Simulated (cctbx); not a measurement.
## Reading a Patterson map

Space group P4/mbm (no. 127), a = 6.6060 Å, b = 6.6060 Å, c = 3.3480 Å, α = 90.00°, β = 90.00°, γ = 90.00°, content Pt4 Zr2 Mn4.

The data are simulated with cctbx, not measured: Cu Kα, λ = 1.54184 Å, to d = 0.8 Å, 50 % of the full sphere, strongest reflection 20000 counts, noise from counting, a 2 % proportional error and a noise floor of 8 counts (s.d.); no absorption, some extinction.

Patterson synthesis from sharpened amplitudes, origin scaled to 1000:

```text
Patterson group P 4/m m m
      u       v       w   height  length (A)
  0.000   0.000   0.000   1000.0     0.00
  0.137   0.500   0.000    409.8     3.43
  0.184   0.316   0.500    213.7     2.94
  0.363   0.363   0.000    199.0     3.40
  0.500   0.500   0.000    107.9     4.67
  0.051   0.315   0.500     89.5     2.69
  0.454   0.454   0.500     84.6     4.56
  0.185   0.185   0.500     84.5     2.41
  0.000   0.000   0.342     56.1     1.14
  0.124   0.124   0.000     45.3     1.16
  0.000   0.500   0.170     44.7     3.35
  0.000   0.388   0.000     44.2     2.56
  0.309   0.309   0.349     44.0     3.12
  0.123   0.364   0.000     43.0     2.54
```

**Question.** Which atom pairs make the peaks, and where is the heaviest atom?

A peak at u stands for all pairs with xi − xj = u, with weight Σ ZiZj against Σ Z² = 30036 at the origin. Peak heights follow these weights only roughly, since form factors, motion and series ripples differ, all vectors within 0.55 Å of a peak are counted as merged into it though the farther ones add only part of their weight, and F(000) is left out, which lowers the whole map:

| u | v | w | shortest length (Å) | height | 1000 ΣZiZj/ΣZ² | pairs in the cell |
| --- | --- | --- | --- | --- | --- | --- |
| 0.137 | 0.500 | 0.000 | 3.42 | 410 | 405 | 2 × Pt–Pt |
| 0.184 | 0.316 | 0.500 | 2.94 | 214 | 208 | 2 × Pt–Zr |
| 0.363 | 0.363 | 0.000 | 3.39 | 199 | 203 | 1 × Pt–Pt |
| 0.500 | 0.500 | 0.000 | 4.67 | 108 | 107 | 2 × Zr–Zr |
| 0.051 | 0.315 | 0.500 | 2.69 | 90 | 130 | 2 × Pt–Mn |
| 0.454 | 0.454 | 0.500 | 4.56 | 85 | 130 | 2 × Pt–Mn |
| 0.185 | 0.185 | 0.500 | 2.41 | 84 | 130 | 2 × Pt–Mn |
| 0.000 | 0.000 | 0.342 | 1.15 | 56 | 0 | none within 0.55 Å |
| 0.124 | 0.124 | 0.000 | 1.16 | 45 | 0 | none within 0.55 Å |

The table stops at ten peaks or at a height of 45, below which ripples compete. In the model behind the data Pt, the heaviest element, has 1 independent site: (0.6801, 0.8199, 1/2), up to an allowed shift of origin; the Pt–Pt vectors are differences of these positions and their symmetry mates. The whole model:

```csv
atom,mult.,x,y,z,Ueq (Å²)
Pt1,4,0.6801,0.8199,1/2,0.0134
Zr1,2,1/2,1/2,0,0.0169
Mn1,4,0.8732,0.6268,0,0.0214
```

This is a model crystal, built by substitution and not relaxed, with assumed displacement parameters.

[Logs are printed without paths, hosts, clocks, repeated set-up lines and the standing remarks that a program may print on its own settings, such as how far it seeks lower states.]
